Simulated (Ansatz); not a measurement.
**SiTe2 (model cell, started as fluorite): the cell at rest**

Task: relax SiTe2 (model cell, started as fluorite) tightly.

Method: DFT PBEsol, scalar-relativistic, plane waves, PAW, in Ansatz 0.2.0.

The structure was built from a prototype and need not be the compound's stable phase.

### Step 1. The structure

It takes space group Fm-3m (No. 225, cubic). Conventional cell: a = 6.208 Å, b = 6.208 Å, c = 6.208 Å, α = 90.00°, β = 90.00°, γ = 90.00°. Nearest to Si lie 8 Te at 2.69 Å. Nearest to Te lie 4 Si at 2.69 Å and 6 Te at 3.10 Å. Farther neighbours and most contacts between anions are not listed.

### Step 2. Probe on a coarse mesh

First a cheap look: the gap decides the mesh and the occupations, the pressure tells how far the cell has to move.

File input.yaml:

```yaml
crystal:
  lattice:
    - [0.0, 3.10418, 3.10418]
    - [3.10418, 0.0, 3.10418]
    - [3.10418, 3.10418, 0.0]
  atoms:
    - { symbol: Si, position: [0.0, 0.0, 0.0] }
    - { symbol: Te, position: [0.25, 0.25, 0.25] }
    - { symbol: Te, position: [0.75, 0.75, 0.75] }
kpoints:
  mp_grid: { grid: [6, 6, 6] }
hamiltonian:
  xc: pbesol
scf:
  occupations: { method: gaussian, width: 0.1 }
output:
  forces: true
  stress: true
  eigenvalues: true
```

On the command line:

```
$ ansatz run input.yaml --threads 4 --pin off --max-ram 7168MiB --backend cpu --events-out ev --progress --plain --runs-dir out
```

Numbers of over 12 decimals in the logs are rounded to 6 here.

What it wrote:

```text
Engine: ansatz 0.2.0, aarch64-unknown-linux-gnu
Pseudopotentials: kind: paw
Pseudopotential: Si, paw, valence charge 4, recommended cutoff 420 eV (normal), Si.paw.azcp
Pseudopotential: Te, paw, valence charge 16, recommended cutoff 420 eV (normal), Te.paw.azcp
Functional definition: PBEsol
  exchange = pbesol_x
  correlation = pbesol_c
Crystal: 3 atoms, lattice volume = 59.823 Å³
[...]
--- Band table (eV; the first three rows and the last of 16) ---
  k-point 0: bands = [... 14 lower, 9.5715, 11.3745, 11.4852, 11.4852, 11.4852, 15.7153, 15.7153, 15.7153]
  k-point 1: bands = [... 14 lower, 9.3938, 10.7988, 11.5046, 11.5046, 14.1660, 15.3395, 15.3395, 15.7620]
  k-point 2: bands = [... 14 lower, 9.2163, 11.0458, 11.0458, 11.3364, 15.4982, 16.3038, 16.3038, 18.6520]
  k-point 15: bands = [... 14 lower, 8.8546, 12.4544, 12.4695, 15.8972, 16.0640, 17.2916, 18.8131, 18.9456]
[key lines of the parts left out:]
SCF converged after 6 iterations
Free energy (F): -14421.931923 eV
Fermi energy:    14.443298 eV
P = ⅓ Tr σ = 30.0159 GPa (300.159 kbar)
```

Run time: 1.1 s. Hardware: 4 threads of Arm Neoverse V2, shared host; peak memory 0.32 GiB.

Numbers from this step:

```
pressure          : 30.02 GPa
volume per atom   : 19.94 Å³
gap on the k-mesh : 0 eV
```

The coarse mesh shows no gap and a pressure of 30.0 GPa.

### Step 3. Coarse relaxation

A rough relaxation comes first, because large forces or stress need no tight tolerances yet.

input.yaml: that of step 2 with these lines changed.

```diff
@@ -19 +19,6 @@
   eigenvalues: true
+relax:
+  adjacent_minimum: "off"
+  f_tol: 0.05
+  max_steps: 80
+  cell: { stress_tol: 0.5 }
```

What it wrote:

```text
[...]
Crystal: 3 atoms, lattice volume = 59.823 Å³
Basis set: ecut = 420 eV, 1211 PW (Γ), exchange–correlation on 60×60×60 points (8 copies of the dense FFT grid, shifted against one another)
Bands: 22, of which v1, the nominal top of the filled ones, is band 18 counted from 1 (17 counted from 0)
Symmetry: 48 space group operations
[...]
k-points: 16 of 216
[...]
--- Relaxed structure (5 steps of the walk, 5 accepted, 1 SCFs on fresh bases) ---
  F+E_penalty+E_count = -14423.35731121 eV   max|allowed force component| = 3.893e-17 eV/Å   (the final SCF, on the basis selected at the relaxed cell)
  cell:  # Å, volume = 79.4777 Å³
    - [0, 3.412493, 3.412493]
    - [3.412493, 0, 3.412493]
    - [3.412493, 3.412493, 0]
  atoms:
    - { symbol: Si, position: [0, 0, 0] }
    - { symbol: Te, position: [0.25, 0.25, 0.25] }
    - { symbol: Te, position: [0.75, 0.75, 0.75] }
[key lines of the parts left out:]
SCF converged after 5 iterations
Free energy (F): -14423.357311 eV
Fermi energy:    9.554831 eV
P = ⅓ Tr σ = 0.1610 GPa (1.610 kbar)
```

Run time: 2.5 s. Hardware: 4 threads; peak memory 0.37 GiB.

Relaxation path:

| step | energy less that of the first step (eV) | largest force component (eV/Å) | pressure (GPa) | volume (Å³) |
| --- | --- | --- | --- | --- |
| 1 | 0.0000 | 0.0000 | 30.02 | 59.82 |
| 2 | -1.1067 | 0.0000 | 10.86 | 69.01 |
| 3 | -1.3803 | 0.0000 | 3.18 | 75.56 |
| 4 | -1.4153 | 0.0000 | 0.60 | 78.66 |
| 5 | -1.4166 | 0.0000 | 0.00 | 79.48 |
| 6* | -1.4254 | 0.0000 | 0.16 | 79.48 |

Relaxation steps marked * repeat the geometry before them on a plane-wave basis chosen anew for their cell, so energy and pressure can jump there.

The run keeps the 48 symmetry operations that it works with, so distortions that break them were not tested.

| conventional cell, symmetrised | before | after | change |
| --- | --- | --- | --- |
| a (Å) | 6.208 | 6.825 | +9.9 % |
| b (Å) | 6.208 | 6.825 | +9.9 % |
| c (Å) | 6.208 | 6.825 | +9.9 % |
| volume (Å³/atom) | 19.94 | 26.49 | +32.9 % |

The relaxed structure:

```xyz
3
Lattice="0.0000 3.4125 3.4125 3.4125 0.0000 3.4125 3.4125 3.4125 0.0000" Properties=species:S:1:pos:R:3 pbc="T T T"
Si    0.0000    0.0000    0.0000
Te    1.7062    1.7062    1.7062
Te    5.1187    5.1187    5.1187
```

This step gave:

* pressure: 0.1610 GPa
* volume per atom: 26.49 Å³

In this step the volume went from 19.94 to 26.49 Å³/atom.

### Step 4. Relaxation

The cell and atoms are relaxed, since residual forces and stress would shift the frequencies.

File input.yaml:

```yaml
crystal:
  lattice:
    - [0.0, 3.4124932905, 3.4124932905]
    - [3.4124932905, 0.0, 3.4124932905]
    - [3.4124932905, 3.4124932905, 0.0]
  atoms:
    - { symbol: Si, position: [0.0, 0.0, 0.0] }
    - { symbol: Te, position: [0.25, 0.25, 0.25] }
    - { symbol: Te, position: [0.75, 0.75, 0.75] }
kpoints:
  mp_grid: { grid: [10, 10, 10] }
hamiltonian:
  xc: pbesol
scf:
  occupations: { method: gaussian, width: 0.1 }
output:
  forces: true
  stress: true
  eigenvalues: true
  write_density: true
  write_potential: true
  elf: true
  volumetric_format: npy
relax:
  adjacent_minimum: "off"
  f_tol: 0.005
  max_steps: 80
  cell: { stress_tol: 0.05 }
```

What it wrote:

```text
[...]
Crystal: 3 atoms, lattice volume = 79.478 Å³
Basis set: ecut = 420 eV, 1471 PW (Γ), exchange–correlation on 72×72×72 points (8 copies of the dense FFT grid, shifted against one another)
Bands: 22, of which v1, the nominal top of the filled ones, is band 18 counted from 1 (17 counted from 0)
[... 1 set-up line as in the run before ...]
[...]
k-points: 47 of 1000
[...]
SCF iter   1: F=—  HF=-14423.369639 eV  |F-HF|=—  |Δ(HF+E_count)|=         —  Δρ=2.51e-3  dr2=1.04e-2  ethr=1.77e-3  ⟨swp⟩=6.3  Hψ=4922  notcnv=0
[...]
SCF iter   6: F=-14423.366406 eV  HF=-14423.366406 eV  |F-HF|=2.91e-11  |Δ(HF+E_count)|=   6.40e-9  Δρ=7.09e-7  dr2=6.14e-10  ethr=9.26e-11  ⟨swp⟩=7.7  Hψ=6579  notcnv=0
SCF 1 converged in 6 iterations: F = -14423.366406 eV  dr2 = 6.14e-10
[...]
relax step   1: F+E_penalty+E_count = -14423.36640633 eV  Δ(F+E_penalty+E_count) = +0.000e0 eV  max|allowed force component| = 6.939e-18 eV/Å  Δτ_max = 0.0000 Å  P = +0.101 GPa  Ω = 79.478 Å³  (6 SCF iters, dr2 threshold 1.00e-7 eV, accepted)
Crystal: 3 atoms, lattice volume = 79.686 Å³
[...]
SCF iter   3: F=-14423.366408 eV  HF=-14423.366408 eV  |F-HF|=6.81e-9  |Δ(HF+E_count)|=  7.91e-10  Δρ=2.96e-6  dr2=1.10e-8  ethr=7.02e-11  ⟨swp⟩=10.5  Hψ=7385  notcnv=0
SCF 2 converged in 3 iterations: F = -14423.366408 eV  dr2 = 1.10e-8
relax step   2: F+E_penalty+E_count = -14423.36640823 eV  Δ(F+E_penalty+E_count) = -1.903e-6 eV  max|allowed force component| = 1.773e-17 eV/Å  Δτ_max = 0.0000 Å  P = -0.040 GPa  Ω = 79.686 Å³  energy of the carried Pulay correction = -3.736e-5 eV  (3 SCF iters, dr2 threshold 2.53e-8 eV, accepted)
[...]
SCF iter   1: F=—  HF=-14423.366446 eV  |F-HF|=—  |Δ(HF+E_count)|=         —  Δρ=3.58e-6  dr2=1.29e-8  ethr=1.78e-7  ⟨swp⟩=3.1  Hψ=7638  notcnv=0
eigensolver tolerance schedule: the retry pair's looser diagonalisation over-reported the residual by 4973.74 of it (diagonalisation noise at 0.40 of the residual, at the tolerance the schedule requests for it); recorded, not acted on — ethr = c·dr2/N_el stays at c = 1.0e-1
[...]
SCF iter   2: F=—  HF=-14423.366446 eV  |F-HF|=—  |Δ(HF+E_count)|=   3.39e-7  Δρ=1.03e-6  dr2=1.54e-9  ethr=3.58e-11  ⟨swp⟩=3.1  Hψ=2260  notcnv=0
[...]
SCF iter   4: F=-14423.366446 eV  HF=-14423.366446 eV  |F-HF|=1.46e-11  |Δ(HF+E_count)|=  3.64e-12  Δρ=1.19e-7  dr2=1.10e-11  ethr=1.00e-12  ⟨swp⟩=7.1  Hψ=5602  notcnv=0
SCF 3 converged in 4 iterations: F = -14423.366446 eV  dr2 = 1.10e-11
relax step   3: F+E_penalty+E_count = -14423.36644607 eV  Δ(F+E_penalty+E_count) = -3.783e-5 eV  max|allowed force component| = 1.619e-17 eV/Å  Δτ_max = 0.0000 Å  P = -0.040 GPa  Ω = 79.686 Å³  stress off target by 3.98e-2 GPa  SCF on the basis re-selected at this cell (its energy is not comparable with the rows above)  (4 SCF iters)
[...]
SCF converged after 4 iterations
Free energy (F): -14423.366446 eV
[...]
Internal energy: -14423.358006 eV  (E = F + TS)
E sigma→0 (E₀):  -14423.362226 eV
Entropy (-TS):   -0.008440 eV (-2.813 meV/atom)
Fermi energy:    9.453853 eV
[...]
--- Stress (GPa, compression-positive) ---
       -0.039768      -0.000000      -0.000000
       -0.000000      -0.039768      -0.000000
       -0.000000      -0.000000      -0.039768
  P = ⅓ Tr σ = -0.0398 GPa (-0.398 kbar)
--- Band table (eV; the first three rows and the last of 47) ---
  k-point 0: bands = [... 14 lower, 5.9892, 5.9892, 7.4867, 7.4867, 7.4867, 10.9623, 10.9623, 10.9623]
  k-point 1: bands = [... 14 lower, 5.9357, 5.9530, 7.4935, 7.4935, 8.2612, 10.8962, 10.8962, 10.9155]
  k-point 2: bands = [... 14 lower, 5.8283, 6.1875, 7.4255, 7.4255, 9.3843, 10.9770, 10.9770, 11.1537]
  k-point 46: bands = [... 14 lower, 5.6604, 7.2432, 8.2076, 10.5268, 11.1283, 11.1853, 12.8948, 13.1469]
--- Relaxed structure (2 steps of the walk, 2 accepted, 1 SCFs on fresh bases) ---
[...]
cell:  # Å, volume = 79.6860 Å³
    - [0, 3.415472, 3.415472]
    - [3.415472, 0, 3.415472]
    - [3.415472, 3.415472, 0]
  atoms:
    - { symbol: Si, position: [0, 0, 0] }
    - { symbol: Te, position: [0.25, 0.25, 0.25] }
    - { symbol: Te, position: [0.750000, 0.750000, 0.750000] }
```

Elapsed: 3.9 s, on 4 threads; peak memory 0.43 GiB; 14 s of CPU time.

Little changed from the start: no atom moved by 0.005 Å and no cell edge by 0.1 %.

This step gave:

| Quantity | Value |
| --- | --- |
| pressure | -0.03977 GPa |
| volume per atom | 26.56 Å³ |

ELF in the ac plane of a cell with a along [110], b along [-110] and c along [001] of the cube at fractional y = 0.000, with atoms of Si and Te within 0.2 Å of it. It is the smooth field of the valence electrons, not physical close to the nuclei.

Values, 10 rows by 16 columns, each cell a mean:
```
0.65 0.70 0.46 0.45 0.45 0.44 0.65 0.68 0.65 0.70 0.46 0.45 0.45 0.44 0.65 0.68
0.52 0.49 0.55 0.36 0.30 0.52 0.52 0.51 0.52 0.49 0.55 0.36 0.30 0.52 0.52 0.51
0.11 0.34 0.51 0.15 0.09 0.44 0.44 0.14 0.11 0.34 0.51 0.15 0.09 0.44 0.44 0.14
0.05 0.25 0.53 0.44 0.41 0.54 0.36 0.07 0.05 0.25 0.53 0.44 0.41 0.54 0.36 0.07
0.02 0.08 0.25 0.37 0.38 0.29 0.12 0.03 0.02 0.08 0.25 0.37 0.38 0.29 0.12 0.03
0.03 0.11 0.33 0.44 0.44 0.38 0.17 0.04 0.03 0.11 0.33 0.44 0.44 0.38 0.17 0.04
0.05 0.28 0.54 0.36 0.30 0.51 0.40 0.08 0.05 0.28 0.54 0.36 0.30 0.51 0.40 0.08
0.17 0.36 0.51 0.15 0.08 0.44 0.44 0.18 0.17 0.36 0.51 0.15 0.08 0.44 0.44 0.18
0.62 0.57 0.55 0.44 0.40 0.54 0.54 0.61 0.62 0.57 0.55 0.44 0.40 0.54 0.54 0.61
0.66 0.70 0.43 0.37 0.38 0.38 0.66 0.66 0.66 0.70 0.43 0.37 0.38 0.38 0.66 0.66
```
Columns run along a (9.7 Å), rows up along c (6.8 Å), edges of the conventional cell, whose origin can differ from the input's. Atoms in or near the plane, at fractional coordinates: Si at (0.00, 0.00), Si at (0.50, 0.00), Te at (0.25, 0.25), Te at (0.75, 0.25), Te at (0.25, 0.75), Te at (0.75, 0.75).

Valence density in the ac plane of a cell with a along [110], b along [-110] and c along [001] of the cube at fractional y = 0.000, with atoms of Si and Te within 0.2 Å of it. It is the smooth field of the valence electrons, not physical close to the nuclei.

Ten steps, logarithmic in the rise over the least value, from '_' (0 e/Å³) to '@' (16 e/Å³), each cell a mean:
```
..::::................::::....::::..............::::..
::::::..::::::::::::..::::::::::::..::::::::::..::::::
::::..::::==++++==::::..::::::....::--==++==--::....::
......::--**%%%%**--::............::==##%%##==::......
____..::==##@@@@##==::..________..--++@@@@%%++::..____
______..--**%%%%**--..__________..::++%%@@##==::..____
______..::==++++==::..____________..--++++++--..______
________..::::::::..______________..::::--::::..______
__________........__________________..........________
__________........____________________......__________
________....::::....________________..::::::..________
______..::--------::..____________..::--==--::..______
______..--++####++--..__________..::==**##**--::..____
____..::--##@@@@##--::..________..::++%%@@%%++::..____
____..::==##@@@@##--::..______....::++%%@@%%++::....__
......::--++####++--::............::==**##**==::......
::::::::::--====--::::::::::::::::::::--==--::::::::::
..::::....::::::::....::::..::::::....::::::....::::::
__::::................::..__..::::..............::::..
```
Columns run along a (9.7 Å), rows up along c (6.8 Å), edges of the conventional cell, whose origin can differ from the input's. Atoms in or near the plane, at fractional coordinates: Si at (0.00, 0.00), Si at (0.50, 0.00), Te at (0.25, 0.25), Te at (0.75, 0.25), Te at (0.25, 0.75), Te at (0.75, 0.75).

Electrostatic potential energy in the ac plane of a cell with a along [110], b along [-110] and c along [001] of the cube at fractional y = 0.000, with atoms of Si and Te within 0.2 Å of it. With pseudopotentials it is smooth inside the atoms' cores, unlike the true potential.

Ten even steps from '0' (-39 eV) to '9' (46 eV), each cell a mean:
```
003555555553000245555555410
124555445554211455544455531
455543443455544555334345554
555535885355555554379734555
665537997355666554499944566
665535985355666654379734566
666543443456666655334335566
666554444556666665544455666
666655555566666666555556666
666665555666666666555566666
666655555566666665555555666
666554334556666665433345666
666543663456666654356535566
665536996355666654489844566
555536996355555554499844555
555544664455555554357534555
345554334555433455433345543
014555555554100355555555520
003555555553000145555555410
```
Columns run along a (9.7 Å; values clipped at the 3rd and 97th percentile), rows up along c (6.8 Å), edges of the conventional cell, whose origin can differ from the input's. Atoms in or near the plane, at fractional coordinates: Si at (0.00, 0.00), Si at (0.50, 0.00), Te at (0.25, 0.25), Te at (0.75, 0.25), Te at (0.25, 0.75), Te at (0.75, 0.75).

In this step the volume went from 26.49 to 26.56 Å³/atom.

### Step 5. Relaxing to small forces for the phonons

Phonons need a cell at rest on their own settings, so the relaxation is repeated with tight tolerances on forces and stress, using the mesh and the filling of the phonon run that follows.

File input.yaml:

```yaml
crystal:
  lattice:
    - [0.0, 3.4154717027, 3.4154717027]
    - [3.4154717027, 0.0, 3.4154717027]
    - [3.4154717027, 3.4154717027, 0.0]
  atoms:
    - { symbol: Si, position: [0.0, 0.0, 0.0] }
    - { symbol: Te, position: [0.25, 0.25, 0.25] }
    - { symbol: Te, position: [0.75, 0.75, 0.75] }
kpoints:
  mp_grid: { grid: [12, 12, 12] }
hamiltonian:
  xc: pbesol
scf:
  occupations: { method: methfessel_paxton, width: 0.15 }
output:
  forces: true
  stress: true
  eigenvalues: true
relax:
  adjacent_minimum: "off"
  f_tol: 0.001
  max_steps: 60
  cell: { stress_tol: 0.01 }
```

What it wrote:

```text
[...]
Crystal: 3 atoms, lattice volume = 79.686 Å³
Basis set: ecut = 420 eV, 1471 PW (Γ), exchange–correlation on 72×72×72 points (8 copies of the dense FFT grid, shifted against one another)
Bands: 22, of which v1, the nominal top of the filled ones, is band 18 counted from 1 (17 counted from 0)
[... 1 set-up line as in the run before ...]
[...]
k-points: 72 of 1728
[...]
k-point 71: bands = [... 14 lower, 6.3901, 6.3901, 8.3483, 10.5448, 10.9395, 11.0295, 13.0142, 13.0142]
--- Relaxed structure (3 steps of the walk, 3 accepted, 1 SCFs on fresh bases) ---
[...]
cell:  # Å, volume = 79.8438 Å³
    - [0, 3.417725, 3.417725]
    - [3.417725, 0, 3.417725]
    - [3.417725, 3.417725, 0]
  atoms:
    - { symbol: Si, position: [0, 0, 0] }
    - { symbol: Te, position: [0.25, 0.25, 0.25] }
    - { symbol: Te, position: [0.750000, 0.750000, 0.750000] }
[key lines of the parts left out:]
SCF converged after 5 iterations
Free energy (F): -14423.345941 eV
Fermi energy:    9.450240 eV
P = ⅓ Tr σ = -0.0002 GPa (-0.002 kbar)
```

It took 7.1 s on 4 threads; peak memory 0.46 GiB; 25 s of CPU time.

Little changed from the start: no atom moved by 0.005 Å and no cell edge by 0.1 %.

Numbers from this step:

* pressure: -2.32e-4 GPa
* volume per atom: 26.61 Å³

The forces vanish by symmetry and the pressure is 0.000 GPa, within the tolerances set. The cell now holds 26.61 Å³/atom.

### Step 6. Results

| Item | Value |
| --- | --- |
| space group after relaxation (within 0.01 Å) | Fm-3m |
| lattice constant a | 6.835 Å |
| lattice constant b | 6.835 Å |
| lattice constant c | 6.835 Å |
| volume per atom | 26.6 Å³ |

The forces vanish by symmetry and the pressure is 0.000 GPa, within the tolerances set. The cell now holds 26.61 Å³/atom. The relaxation keeps the symmetry of its start, so it says nothing on stability against lower symmetry. Spin-orbit coupling is left out, which can matter for the heavy elements here. The starting cell was built on a prototype and not taken from a measurement, so the phase need not exist.

[Logs are printed without paths, hosts, clocks, repeated set-up lines and the standing remarks that a program may print on its own settings, such as how far it seeks lower states.]

[Hosts, paths, dates, database ids (printed as entryN), source tags and the programs' standing remarks are cut or masked in the printed files.]
